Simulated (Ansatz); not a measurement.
# ρ(T) of PW (Pnma) in two numbers

Wanted: a compact model of ρ(T) for PW (Pnma) and a check of it.

The resistivities were computed with Ansatz 0.2.0 (DFT PBEsol, scalar-relativistic, plane waves, PAW; PAW set soft_1) from the linearised Boltzmann equation with harmonic phonons, on q 2×4×2, k 6×12×6, scattering 12×16×8; the fit below is done by hand on them.

## (1) The data

The structure is orthorhombic, space group Pnma (No. 62). Conventional cell: a = 5.688 Å, b = 3.227 Å, c = 6.223 Å, α = 90.00°, β = 90.00°, γ = 90.00°. P on site c is surrounded by 6 W at 2.46 to 2.53 Å and 2 P at 2.74 Å. Around W on site c lie 6 P at 2.46 to 2.53 Å.

This is the relaxed cell of the run, from steps not shown here.

The mean resistivity of the three axes from 50 to 800 K, with one row held back; the colder rows stay outside the fit and test it at the end:

```csv
T (K),ρ (μΩ cm)
50,1.605
80,5.509
100,?
150,16.55
200,24.57
273,35.95
300,40.07
400,55.01
500,69.66
600,84.27
800,113.8
```

The resistivity is not converged: the component that moves most changes by 16 % between the two finest meshes at 300 K. No spin–orbit coupling, which matters for W.

## (2) The fit

Bloch and Grüneisen's form is ρ(T) = A (T/Θ)⁵ J₅(Θ/T), with J₅(z) the integral of x⁵/((eˣ − 1)(1 − e⁻ˣ)) from 0 to z. It goes as T⁵ far below Θ and as A T/(4Θ) far above. For a trial Θ the best A is the geometric mean of ρ/[(T/Θ)⁵ J₅] over the rows, and the scatter of that ratio measures the fit:

```csv
Θ (K),A (μΩ cm),scatter (%)
178,85.11,26.4
238,122.7,13.9
268,144.2,7.2
298,167.7,1.9
328,193.5,7.6
372,235.8,18.2
448,323.3,36.5
```

The scatter is least at Θ = 298 K, with A = 167.7 μΩ cm (1.9 % r.m.s.).

```csv
T (K),computed,fit
50,1.605,1.563
80,5.509,5.684
150,16.55,17.08
200,24.57,24.94
273,35.95,35.97
300,40.07,39.97
400,55.01,54.57
500,69.66,68.97
600,84.27,83.26
800,113.8,111.7
```

## (3) The row held back

At T = 100 K, Θ/T = 2.980, J₅ = 12.50 and (T/Θ)⁵ = 0.004255, so the fit gives 8.922 μΩ cm. The computed value is 8.555 μΩ cm: the fit is off by +4.30 %. Outside its range, at 20 K, it gives 0.0283 against 0.0291 μΩ cm computed, 0.97 times that; at that temperature the run's own test moves by 25 % between meshes in the component that moves most. Among the rows used, the largest miss is +3.2 %, at 150 K.

## (4) Reading Θ and A

Θ = 298 K is 1.32 times ħω_log/k_B (225 K) and 0.49 of the highest phonon frequency (614 K). The high-temperature slope of the fit, A/(4Θ), is 0.141 μΩ cm/K. The same slope from the run's transport coupling and plasma energy, 2π k_B λ_tr/(ħ ε₀ ω_p²) with λ_tr = 0.425, 0.442, 0.431 (xx, yy, zz) and ħω_p = 4.29, 3.81, 2.80 (xx, yy, zz) eV, is 0.145 μΩ cm/K in the mean of the axes, +3.2 % from it. For comparison, the computed rows rise by 0.148 μΩ cm/K between the two hottest.

## (5) Outcome

```json
{
 "Θ": "298 K",
 "A": "167.7 μΩ cm",
 "scatter of the fit": "1.9 %",
 "held-back row at 100 K, fit against computed": "8.922 against 8.555 μΩ cm"
}
```

Two numbers, Θ = 298 K and A = 168 μΩ cm, hold the computed ρ(T) from 50 to 800 K within 1.90 % r.m.s. and predict the held-back row within 4.30 %. By the run's own test the resistivity at 300 K moves by 16 % between its two finest scattering meshes, in the component that moves most. The mean hides an anisotropy: at 300 K the components are 25.5, 34.6, 60.2 (xx, yy, zz) μΩ cm. Spin–orbit coupling is left out. The fit describes the calculation: impurities, thermal expansion, changes of phase and anharmonicity are in neither.

[Logs are printed without paths, hosts, clocks, repeated set-up lines and the standing remarks that a program may print on its own settings, such as how far it seeks lower states.]

[Hosts, paths, dates, database ids (printed as entryN), source tags and the programs' standing remarks are cut or masked in the printed files.]
